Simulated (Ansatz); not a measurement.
# Cs2HgSe2 (Pbam): band gap by G0W0 on PBE, part 2 of 2

Wanted: the gap of Cs2HgSe2 (Pbam) with a many-body correction, and the time that it takes.

Ansatz 0.2.0; PBE, then G0W0 on it, plane waves, PAW. Known limits of the many-body steps: finite bands, screening cutoff and k mesh; no spin-orbit coupling in G0W0; d shells not analysed; screening cutoff under 40 eV in some runs.

So far. Step 2 (Bands along the symmetry lines): Over mesh and path the gap is 1.997 eV, from k = (0.400, 0.000, 0.000) to k = Γ. The least direct gap found is 2.030 eV, at k = Γ. On the 4×2×6 mesh alone the same run gives 2.003 eV, so that mesh misses an edge of PBE: 2.003 − 1.997 = +0.006 eV.

In doubt: masses and optical values from hybrid runs of this build are listed as unsure (in some of the runs), which bears on the screening that GW takes from such a start.

## (3) G0W0 on the 2×2×4 mesh

G0W0 replaces the xc potential by a self-energy built once from the orbitals of the start. Levels are corrected in the window of bands that the input names, at points of the mesh.

This step: G0W0 on PBE, plane waves, PAW; PAW set soft_1.

input.yaml reads:

```yaml
crystal:
  lattice:
    - [8.1849, 0.0, 0.0]
    - [0.0, 10.3302, 0.0]
    - [0.0, 0.0, 4.7112]
  atoms:
    - { symbol: Cs, position: [0.39222, 0.83311, 0.5] }
    - { symbol: Cs, position: [0.60778, 0.16689, 0.5] }
    - { symbol: Cs, position: [0.89222, 0.66689, 0.5] }
    - { symbol: Cs, position: [0.10778, 0.33311, 0.5] }
    - { symbol: Hg, position: [0.5, 0.5, 0.0] }
    - { symbol: Hg, position: [0.0, 0.0, 0.0] }
    - { symbol: Se, position: [0.23025, 0.59445, 0.0] }
    - { symbol: Se, position: [0.76975, 0.40555, 0.0] }
    - { symbol: Se, position: [0.73025, 0.90555, 0.0] }
    - { symbol: Se, position: [0.26975, 0.09445, 0.0] }
kpoints:
  mp_grid: { grid: [2, 2, 4] }
hamiltonian:
  xc: pbe
  pseudopotentials: { kind: paw, azcp: { folder: soft_1 } }
scf:
  occupations: { method: fixed }
gw:
  n_empty_bands: 904
  ecut_chi: 100.0
  qp_bands: [v3, c3]
  qp_kpoints: band_edges
  screening: { model: contour_deformation }
```

The run is started by

```
> ansatz run input.yaml --threads 2 --pin off --max-ram 92160MiB --backend cuda --events-out ev --progress --plain --runs-dir out --devices 1 --max-vram 13GiB
```

Numbers of over 12 decimals in the logs are rounded to 6 here.

Output:

```text
GPUs: using 1 of 1 available (devices: 1).
[...]
GPU FFT provider: cuFFT
GPU libraries: cuBLAS 13.8.2, cuFFT 12.4.0, cuSOLVER 12.3.4
Crystal: 10 atoms, lattice volume = 398.340 Å³
Basis set: ecut = 420 eV, 7743 PW (Γ)
Bands: 84, of which v1, the nominal top of the filled ones, is band 70 counted from 1 (69 counted from 0)
Symmetry: 8 space group operations
[...]
k-points: 12 of 16
[...]
GPU buffer pool allocated for 138240 grid points (all kernels)
[...]
SCF iter   1: F=—  HF=-72205.750035 eV  |F-HF|=—  |Δ(HF+E_count)|=         —  Δρ=4.04e-2  dr2=1.64e1  ethr=3.10e-3  ⟨swp⟩=4.7  Hψ=3071  notcnv=0  defer=118
[...]
SCF iter  10: F=-72199.938719 eV  HF=-72199.938719 eV  |F-HF|=1.47e-8  |Δ(HF+E_count)|=   3.09e-7  Δρ=1.38e-6  dr2=1.56e-8  ethr=7.14e-11  ⟨swp⟩=14.5  Hψ=4899  notcnv=0
SCF 1 converged in 10 iterations: F = -72199.938719 eV  dr2 = 1.56e-8
[...]
NSCF: frozen V_eff on 12 k-points
the band table was solved once the SCF had ended and its energy, with any forces and stress, was formed, with the checks that follow a solve (4053 applications of the Hamiltonian). They found nothing against the state; the energy, forces and stress were not computed again (output.eigenvalues in the input reference)
[...]
G₀W₀ screening: q 1/12
[... further progress lines ...]
SCF converged after 10 iterations
Free energy (F): -72199.938719 eV
[...]
Internal energy: -72199.938719 eV  (E = F + TS)
E sigma→0 (E₀):  -72199.938719 eV
Fermi energy:    5.173163 eV
[...]
--- Band table (eV; the first three rows and the last of 12) ---
  k-point 0: bands = [... 66 lower, 4.8315, 4.9859, 5.1111, 5.1461, 7.1768, 8.0338, 8.2945, 8.8750, ... 10 higher]
  k-point 1: bands = [... 66 lower, 4.6053, 4.7043, 4.8464, 4.8545, 7.5854, 8.0473, 8.1582, 8.8896, ... 10 higher]
  k-point 2: bands = [... 66 lower, 4.4693, 4.5926, 4.6310, 4.8666, 7.9747, 8.0084, 8.0294, 8.1734, ... 10 higher]
  k-point 11: bands = [... 66 lower, 4.4959, 4.4959, 5.0727, 5.0727, 7.5731, 7.5731, 8.3470, 8.3470, ... 10 higher]
--- G₀W₀: contour deformation, 7 samples at zero and on the imaginary axis and 1 off it, 16 q-points, 904 empty bands' worth ---
  eigenvalues of the whole cell's RPA ε∞ on this k-mesh (on a slab, of 1 + 4πα/V) = 3.3182, 3.6073, 4.5788; static W/v taken at q = 0 is 0.257034
  gw.qp_kpoints: band_edges: 12 of 12 stored k-points solved, in 1 pass; an edge of the gap read off the rows below is read off those points alone
    ik  band        ε_KS         Σx   Σc(E_QP)       V_xc       Z   E_QP_lin       E_QP  E_QP is
     0    68      4.9859   -17.5731     2.0677   -14.5485  0.7513     4.0058     4.0290  root
     0    69      5.1111   -17.4270     2.0244   -14.4541  0.7522     4.1406     4.1626  root
     0    70      5.1461   -17.5869     2.0315   -14.6060  0.7526     4.1749     4.1967  root
     0    71      7.1768    -9.4146    -2.9602   -12.8669  0.8034     7.6720     7.6689  root
     0    72      8.0338    -5.1090    -3.1520    -8.5557  0.8094     8.3298     8.3285  root
     0    73      8.2945   -10.6045    -3.2914   -14.5849  0.7861     8.9919     8.9835  root
     1    68      4.7043   -17.0712     2.1201   -13.9830  0.7469     3.7097     3.7362  root
     1    69      4.8464   -17.2206     2.0825   -14.1659  0.7506     3.8489     3.8742  root
     1    70      4.8545   -17.2376     2.0655   -14.2029  0.7512     3.8604     3.8853  root
     1    71      7.5854    -9.8664    -3.0186   -13.4341  0.7961     8.1388     8.1346  root
     1    72      8.0473    -8.2845    -3.2178   -12.0397  0.7974     8.5893     8.5846  root
     1    73      8.1582    -5.5259    -3.1147    -8.9439  0.8067     8.4628     8.4614  root
     2    68      4.5926   -17.0251     2.1590   -13.8755  0.7472     3.5729     3.6020  root
     2    69      4.6310   -17.2095     2.1604   -14.0548  0.7484     3.6079     3.6366  root
     2    70      4.8666   -17.5213     2.0947   -14.4618  0.7509     3.8773     3.9019  root
     2    71      7.9747    -5.4958    -3.0668    -8.8583  0.8055     8.2718     8.2705  root
     2    72      8.0084    -5.7380    -3.0645    -9.0987  0.8053     8.3060     8.3046  root
     2    73      8.0294   -10.5445    -3.2660   -14.5060  0.7899     8.7328     8.7250  root
     3    68      4.6592   -17.0673     2.0878   -14.0113  0.7484     3.6646     3.6911  root
     3    69      5.1372   -17.4906     2.0161   -14.5273  0.7528     4.1683     4.1900  root
     3    70      5.1372   -17.4906     2.0161   -14.5273  0.7528     4.1683     4.1900  root
     3    71      7.6489    -9.2970    -3.0356   -12.8424  0.7971     8.1622     8.1585  root
     3    72      7.6489    -9.2970    -3.0356   -12.8424  0.7971     8.1622     8.1585  root
     3    73      8.6311    -6.4476    -3.3159   -10.1906  0.7979     9.0616     9.0582  root
     4    68      4.6545   -17.0016     2.1194   -13.9165  0.7464     3.6618     3.6888  root
     4    69      4.8661   -17.2147     2.0720   -14.1753  0.7508     3.8739     3.8988  root
     4    70      4.8661   -17.2147     2.0720   -14.1753  0.7508     3.8739     3.8988  root
     4    71      7.7278    -8.7613    -3.0990   -12.3778  0.7978     8.2491     8.2452  root
     4    72      7.7278    -8.7613    -3.0990   -12.3778  0.7978     8.2491     8.2452  root
     4    73      8.8030    -5.7560    -3.3103    -9.4338  0.7994     9.1730     9.1704  root
     5    68      4.5891   -16.9368     2.1362   -13.8091  0.7481     3.5687     3.5977  root
     5    69      4.7620   -17.2634     2.1208   -14.1835  0.7472     3.7774     3.8030  root
     5    70      4.7620   -17.2634     2.1208   -14.1835  0.7472     3.7774     3.8030  root
     5    71      7.9986    -5.7554    -3.0475    -9.0952  0.8047     8.2922     8.2909  root
     5    72      7.9986    -5.7554    -3.0475    -9.0952  0.8047     8.2922     8.2909  root
     5    73      8.1215    -9.4546    -3.3716   -13.4934  0.7929     8.7960     8.7887  root
     6    68      5.0756   -17.4535     2.0008   -14.5133  0.7528     4.1145     4.1362  root
     6    69      5.1732   -17.6019     2.0055   -14.6552  0.7535     4.2109     4.2320  root
     6    70      5.1732   -17.6019     2.0055   -14.6552  0.7535     4.2109     4.2320  root
     6    71      7.7636    -7.6979    -3.0580   -11.1931  0.8013     8.2035     8.2008  root
[...]
10    68      4.8819   -17.2990     2.0589   -14.2743  0.7517     3.8917     3.9162  root
    10    69      5.0303   -17.4789     2.0159   -14.5116  0.7529     4.0563     4.0789  root
    10    70      5.0303   -17.4789     2.0159   -14.5116  0.7529     4.0563     4.0789  root
    10    71      8.1123    -8.9732    -3.1535   -12.6734  0.7937     8.6640     8.6591  root
    10    72      8.1123    -8.9732    -3.1535   -12.6734  0.7937     8.6640     8.6591  root
    10    73      8.3867    -5.4220    -3.2340    -8.9913  0.8050     8.7238     8.7220  root
    11    68      4.4959   -16.9381     2.1692   -13.7738  0.7462     3.4701     3.5007  root
    11    69      5.0727   -17.5896     2.0290   -14.6114  0.7527     4.1013     4.1236  root
    11    70      5.0727   -17.5896     2.0290   -14.6114  0.7527     4.1013     4.1236  root
    11    71      7.5731    -5.0437    -3.0349    -8.3459  0.8119     7.8415     7.8405  root
    11    72      7.5731    -5.0437    -3.0349    -8.3459  0.8119     7.8415     7.8405  root
    11    73      8.3470   -10.3413    -3.3543   -14.4101  0.7874     9.0708     9.0615  root
```

Wall time 1.8 min (1 × NVIDIA H100 80GB HBM3 (shared by 6 runs) with 2 threads of AMD EPYC 7R13 (Zen 3), shared host); peak memory 4.5 GiB; 3.1 min of CPU time.

Numbers from this step:

| Item | Value |
| --- | --- |
| bands summed | 974 |
| RPA ε∞ on this mesh (eigenvalues) | 3.318, 3.607, 4.579 |
| plane waves in the screening matrix | 923 |
| q-points in the mesh | 16 |
| G0W0 gap over the corrected points | 3.437 eV |
| k of the valence top | -0.5, 0, 0 |
| k of the conduction bottom | 0, 0, 0 |
| starting gap on the mesh | 2.004 eV |
| Z at the valence top | 0.7535 |
| Z at the conduction bottom | 0.8034 |
| least direct G0W0 gap over the corrected points | 3.472 eV |

Over all 12 irreducible mesh points the G0W0 gap is 3.437 eV, from k = (-0.500, 0.000, 0.000) to k = Γ. The PBE gap of this run on the mesh is 2.004 eV. The two states that bound the G0W0 gap lie that far apart at the start, so the correction of the gap is 3.437 − 2.004 = +1.433 eV. The start of this run differs from the step before in mesh (4×2×6 and 2×2×4).

Labels follow the order of the start: v1 is the top filled band, c1 the lowest empty one; levels that stay degenerate share a row, the window can cut a multiplet, doubted levels are not marked in this list, bands outside the window were not corrected, and the list may be a part of the corrected levels. Levels before and after the correction, in eV, zero at the valence-band top of each column:

```tsv
	conduction bottom	valence top
Kohn-Sham	2.00	0.00
G0W0	3.44	0.00
```

```tsv
	level	occupation	energy (eV)
Kohn-Sham	Γ v3	2	-0.187
Kohn-Sham	Γ v2	2	-0.062
Kohn-Sham	Γ v1	2	-0.027
Kohn-Sham	Γ c1	0	2.004
Kohn-Sham	Γ c2	0	2.861
Kohn-Sham	Γ c3	0	3.121
Kohn-Sham	(-0.5 0 0) v3	2	-0.098
Kohn-Sham	(-0.5 0 0) v2-v1	2	0.000
Kohn-Sham	(-0.5 0 0) c1-c2	0	2.590
Kohn-Sham	(-0.5 0 0) c3	0	3.361
G0W0	Γ v3	2	-0.203
G0W0	Γ v2	2	-0.069
G0W0	Γ v1	2	-0.035
G0W0	Γ c1	0	3.437
G0W0	Γ c2	0	4.096
G0W0	Γ c3	0	4.751
G0W0	(-0.5 0 0) v3	2	-0.096
G0W0	(-0.5 0 0) v2-v1	2	0.000
G0W0	(-0.5 0 0) c1-c2	0	3.969
G0W0	(-0.5 0 0) c3	0	4.814
```

The parts of the quasiparticle energy for the two states that bound the G0W0 gap, in eV on the run's own scale (QP = start + Σx + Σc − Vxc, with Σc at the quasiparticle energy):

```tsv
edge	k	band	start	Σx	Σc	Vxc	Z	QP
valence top	(-0.500, 0.000, 0.000)	69	5.173	−17.602	2.006	−14.655	0.753	4.232
conduction bottom	Γ	71	7.177	−9.415	−2.960	−12.867	0.803	7.669
```

## (4) Spin-orbit coupling in PBE

This run has two-component orbitals with spin-orbit coupling.

This step: DFT, PBE with spin-orbit coupling, plane waves, PAW; PAW set soft_1.

Edit input.yaml of step 3 so:

```diff
@@ -17,13 +17,27 @@
 kpoints:
-  mp_grid: { grid: [2, 2, 4] }
+  mp_grid: { grid: [4, 2, 6] }
+  band_path:
+    path:
+      - [0.0, 0.0, 0.0]
+      - [0.5, 0.0, 0.0]
+      - [0.5, 0.5, 0.0]
+      - [0.0, 0.5, 0.0]
+      - [0.0, 0.0, 0.5]
+      - [0.5, 0.0, 0.5]
+      - [0.5, 0.5, 0.5]
+      - [0.0, 0.5, 0.5]
+      - [0.4, 0.0, 0.0]
+    npoints: 1
 hamiltonian:
   xc: pbe
-  pseudopotentials: { kind: paw, azcp: { folder: soft_1 } }
+  pseudopotentials: { kind: paw_fr, azcp: { folder: soft_1 } }
 scf:
   occupations: { method: fixed }
-gw:
-  n_empty_bands: 904
-  ecut_chi: 100.0
-  qp_bands: [v3, c3]
-  qp_kpoints: band_edges
-  screening: { model: contour_deformation }
+  n_extra_bands: 14
+magnetization:
+  noncollinear: true
+  spin_orbit: true
+output:
+  eigenvalues: true
+  forces: true
+  stress: true
```

Output:

```text
[...]
GPUs: using 1 of 1 available (devices: 1).
[...]
non-collinear run that drives no moment, with spin-orbit: no starting moment large enough to seed its density (crystal.atoms[].spin), no starting occupations that ask for one, no magnetisation constraint and no magnetic field, so the semilocal B_xc is pinned to zero
[...]
GPU FFT provider: cuFFT
GPU libraries: cuBLAS 13.8.2, cuFFT 12.4.0, cuSOLVER 12.3.4
Crystal: 10 atoms, lattice volume = 398.340 Å³
Basis set: ecut = 420 eV, 7743 PW (Γ), exchange–correlation on 120×144×64 points (8 copies of the dense FFT grid, shifted against one another)
Bands: 154, of which v1, the nominal top of the filled ones, is band 140 counted from 1 (139 counted from 0)
Symmetry: 8 space group operations + 8 with time reversal
[...]
k-points: 24 of 48
Projection manifold: j_resolved (fully-relativistic pseudo-atomic orbitals)
[...]
GPU buffer pool allocated for 138240 grid points (all kernels)
[...]
SCF iter   1: F=—  HF=-72304.924663 eV  |F-HF|=—  |Δ(HF+E_count)|=         —  Δρ=4.14e-2  dr2=1.67e1  dr2_m=0.00e0 (ungated)  ethr=3.10e-3  |M|=0.00e0 ∫|m|=0.00e0 μB  |m|>n=0.0e0 m-floor=0.0e0 τ_xc=0.0e0  β_m=0.30  ⟨swp⟩=8.5  Hψ=7730  notcnv=0  defer=236
[...]
spin=Noncollinear: Resta preconditioning applied to the charge; magnetization (m_x, m_y, m_z) channels mix plain (no charge-response kernel on spin).
[...]
site 6: m = (+0.0000, +0.0000, +0.0000) μB, |m| = 0.0000 μB  (R = 1.00 Å)
  site 7: m = (+0.0000, +0.0000, +0.0000) μB, |m| = 0.0000 μB  (R = 1.00 Å)
  site 8: m = (+0.0000, +0.0000, +0.0000) μB, |m| = 0.0000 μB  (R = 1.00 Å)
  site 9: m = (+0.0000, +0.0000, +0.0000) μB, |m| = 0.0000 μB  (R = 1.00 Å)
Free energy (F): -72299.103119 eV
[...]
Internal energy: -72299.103119 eV  (E = F + TS)
E sigma→0 (E₀):  -72299.103119 eV
Fermi energy:    5.268638 eV
[...]
--- Forces (eV/Å), atoms counted from 1 ---
  atom   1  Cs    -0.01061182    -0.01570495     0.00000000
  atom   2  Cs     0.01061182     0.01570495     0.00000000
  atom   3  Cs    -0.01061182     0.01570495     0.00000000
  atom   4  Cs     0.01061182    -0.01570495     0.00000000
  atom   5  Hg     0.00000000     0.00000000     0.00000000
  atom   6  Hg     0.00000000     0.00000000     0.00000000
  atom   7  Se    -0.28389471     0.12105493     0.00000000
  atom   8  Se     0.28389471    -0.12105493     0.00000000
  atom   9  Se    -0.28389471    -0.12105493     0.00000000
  atom  10  Se     0.28389471     0.12105493     0.00000000
  max |Σ_I F_I| component: 1.11e-16 eV/Å
--- Stress (GPa, compression-positive) ---
        2.157740       0.000000       0.000000
        0.000000       1.364110       0.000000
        0.000000       0.000000       1.200581
  P = ⅓ Tr σ = 1.5741 GPa (15.741 kbar)
--- Band table (eV; the first three rows and the last of 24) ---
  k-point 0: bands = [... 136 lower, 5.1508, 5.1508, 5.1994, 5.1994, 7.1893, 7.1893, 7.9722, 7.9722, ... 10 higher]
  k-point 1: bands = [... 136 lower, 4.9930, 4.9930, 5.0566, 5.0566, 7.4151, 7.4151, 8.0249, 8.0249, ... 10 higher]
  k-point 2: bands = [... 136 lower, 4.7844, 4.7844, 4.8178, 4.8178, 7.7433, 7.7433, 7.9230, 7.9230, ... 10 higher]
  k-point 23: bands = [... 136 lower, 5.0881, 5.0881, 5.0881, 5.0881, 7.5224, 7.5224, 7.5224, 7.5224, ... 10 higher]
[key lines of the parts left out:]
SCF converged after 10 iterations
Magnetization: |M| = 0.0000 μB,  M = (+0.0000, +0.0000, +0.0000) μB
```

Run time: 27 s. Hardware: 1 × NVIDIA H100 80GB HBM3 (shared by 6 runs) with 2 threads; peak memory 1.5 GiB.

This step gave:

```yaml
pressure: 1.574 GPa
gap: 1.921 eV
valence_top_at: X
conduction_bottom_at: Γ
least_direct_gap: 1.990 eV
```

Over mesh and listed points the gap is 1.921 eV, from k = (0.500, 0.000, 0.000) to k = Γ. The least direct gap found is 1.990 eV, at k = Γ. PBE+SOC against PBE: 1.921 − 1.997 = −0.076 eV. Mesh, set of files and cutoff are the same, but the valence top lies at another k point, so this need not be the shift of one pair of states. The spin-orbit run sees mesh and listed points alone, so its gap is an upper bound: the coupling can move an edge off these points, and the change over the zone, its sign included where it is small, is not known.

## (5) Side by side

Each gap is the least one over the points named; times are wall times on shared hosts, not benchmarks. A G0W0 time includes the run's own self-consistent start. Runs with listed points see these and the mesh alone, so an edge that moves elsewhere is missed. Rows marked * are further runs, not shown as steps, whose inputs differ from the G0W0 step on the same start in the columns given; solver thresholds can differ too. Symmetry makes (0.500, 0.000, 0.000) and (-0.500, 0.000, 0.000) one point.

```tsv
level	mesh	files, cutoff	bands summed, screening	points	gap (eV)	valence top	conduction bottom	least direct gap (eV)	time
PBE	4×2×6	soft_1 PAW, 420 eV	-	mesh and path	1.997	(0.400, 0.000, 0.000)	Γ	2.030	20 s
PBE+SOC	4×2×6	soft_1 PAW, 420 eV	-	mesh and listed points	1.921	(0.500, 0.000, 0.000)	Γ	1.990	27 s
G0W0@PBE*	2×2×4	soft_1 PAW, 420 eV	218, 30 eV	all 12 irreducible mesh points	3.266	(-0.500, 0.000, 0.000)	Γ	3.307	24 s
G0W0@PBE*	2×2×4	soft_1 PAW, 420 eV	490, 60 eV	all 12 irreducible mesh points	3.358	(-0.500, 0.000, 0.000)	Γ	3.397	65 s
G0W0@PBE	2×2×4	soft_1 PAW, 420 eV	974, 100 eV	all 12 irreducible mesh points	3.437	(-0.500, 0.000, 0.000)	Γ	3.472	1.8 min
G0W0@PBE*	2×2×2	soft_1 PAW, 420 eV	490, 60 eV	all 8 irreducible mesh points	3.342	(-0.500, 0.000, 0.000)	Γ	3.379	35 s
G0W0@PBE*	2×2×4	soft_1 PAW, 420 eV	490, 60 eV, plasmon pole	all 12 irreducible mesh points	3.398	(-0.500, 0.000, 0.000)	Γ	3.439	70 s
```

## (6) Results

```json
{
  "PBE gap over mesh and path": "1.997 eV, from k = (0.400, 0.000, 0.000) to k = Γ",
  "G0W0@PBE gap over all 12 irreducible mesh points": "3.437 eV, from k = (-0.500, 0.000, 0.000) to k = Γ",
  "PBE+SOC gap over mesh and listed points": "1.921 eV",
  "GW settings": "2×2×4 mesh, 904 empty bands, screening to 100 eV, PAW set soft_1 files",
  "known limits": "finite bands, screening cutoff and k mesh; no spin-orbit coupling in G0W0; d shells not analysed; screening cutoff under 40 eV in some runs"
}
```

Over all 12 irreducible mesh points the G0W0 gap is 3.437 eV, from k = (-0.500, 0.000, 0.000) to k = Γ. The PBE gap of this run on the mesh is 2.004 eV. The two states that bound the G0W0 gap lie that far apart at the start, so the correction of the gap is 3.437 − 2.004 = +1.433 eV. The valence state moves by 4.232 − 5.173 = −0.941 eV and the conduction state by 7.669 − 7.177 = +0.492 eV, on the run's own scale; with 218 bands the edge states move by −0.375 and +0.887 eV, so the split between the edges depends on the bands and cutoff. Over mesh and path, PBE puts the valence top at k = (0.400, 0.000, 0.000), where no G0W0 correction was computed. The G0W0 gap over the whole zone is therefore not known from this run; at its settings it can only be equal to or under the 3.437 eV found, and no correction is carried over from another point. For the start itself the gap is 1.997 eV over mesh and path and 2.004 eV on the mesh of the G0W0 run, in runs that differ in mesh (4×2×6 and 2×2×4). From 218 bands and 30 eV to 974 bands and 100 eV the gap moves by 3.437 − 3.266 = +0.171 eV (rung by rung 3.266, 3.358, 3.437 eV); bands and screening cutoff rise together, so their parts are not told apart. A line in one over the bands through the two highest rungs gives 3.437 + (3.437 − 3.358) × 490 / (974 − 490) = 3.517 eV, and through the pair below 3.358 + (3.358 − 3.266) × 218 / (490 − 218) = 3.432 eV. The two differ by 0.085 eV, not under the 0.030 eV asked, so the law does not hold well over these rungs and the limit is not known. With the 2×2×2 mesh in place of the 2×2×4 mesh and all else as in the G0W0@PBE row with 490 bands, the gap differs by 3.342 − 3.358 = −0.016 eV, and that of the start by 1.999 − 2.004 = −0.005 eV. With the plasmon pole model in place of the contour deformation model and all else as in the G0W0@PBE row with 490 bands, the gap differs by 3.398 − 3.358 = +0.040 eV. G0W0 on other starts in this series, not shown as steps and not all at these settings: 3.604 eV on r2SCAN (2×2×4, soft_1 PAW, 490 bands, 60 eV) and 3.781 eV on HSE06 (2×2×4, soft_1 PAW, 490 bands, 60 eV). PBE+SOC against PBE: 1.921 − 1.997 = −0.076 eV. Mesh, set of files and cutoff are the same, but the valence top lies at another k point, so this need not be the shift of one pair of states. The spin-orbit run sees mesh and listed points alone, so its gap is an upper bound: the coupling can move an edge off these points, and the change over the zone, its sign included where it is small, is not known. What spin-orbit coupling does to the G0W0 levels was not computed, so no sum with the G0W0 gap is formed. The G0W0 runs are scalar-relativistic. One-shot GW is known to converge slowly in bands for compounds with shallow d shells. The cell holds Hg; the filling of the d shell and its place against the gap were not analysed here. G0W0@PBE runs of this series with other atomic data on the same mesh, not shown as steps, give 3.357 eV (hard PAW, 690 eV, 490 bands, screening to 60 eV; the table's row with the same empty bands and screening cutoff has 3.358 eV); where bands and cutoffs differ too, the part of the files is not isolated. A screening cutoff under 40 eV is crude: G0W0@PBE with 218 bands at 30 eV.

[Paths, hosts, dates, memory and timing lines, banners, echoed tables and standing remarks are left out of the program output.]

[Logs are printed without paths, hosts, clocks, repeated set-up lines and the standing remarks that a program may print on its own settings, such as how far it seeks lower states.]

[Runs of the session that timed out or met a known fault of the program may be left out.]

[Cells called generated may have been cut or substituted from an entry of the Crystallography Open Database or the Materials Project.]

[Hosts, paths, dates, database ids (printed as entryN), source tags and the programs' standing remarks are cut or masked in the printed files.]

[Where an RPA ε∞ is given, it is that of the G0W0 mesh and is not shown converged in it. Names of k-points follow the symmetry that the program found, which can be lower than the space group named. Band edges on a path are those of the sampled points; other points can move an edge, and change direct to indirect where valleys lie close.]

[Hybrid gaps are those of their k-mesh and are not shown converged in it.]
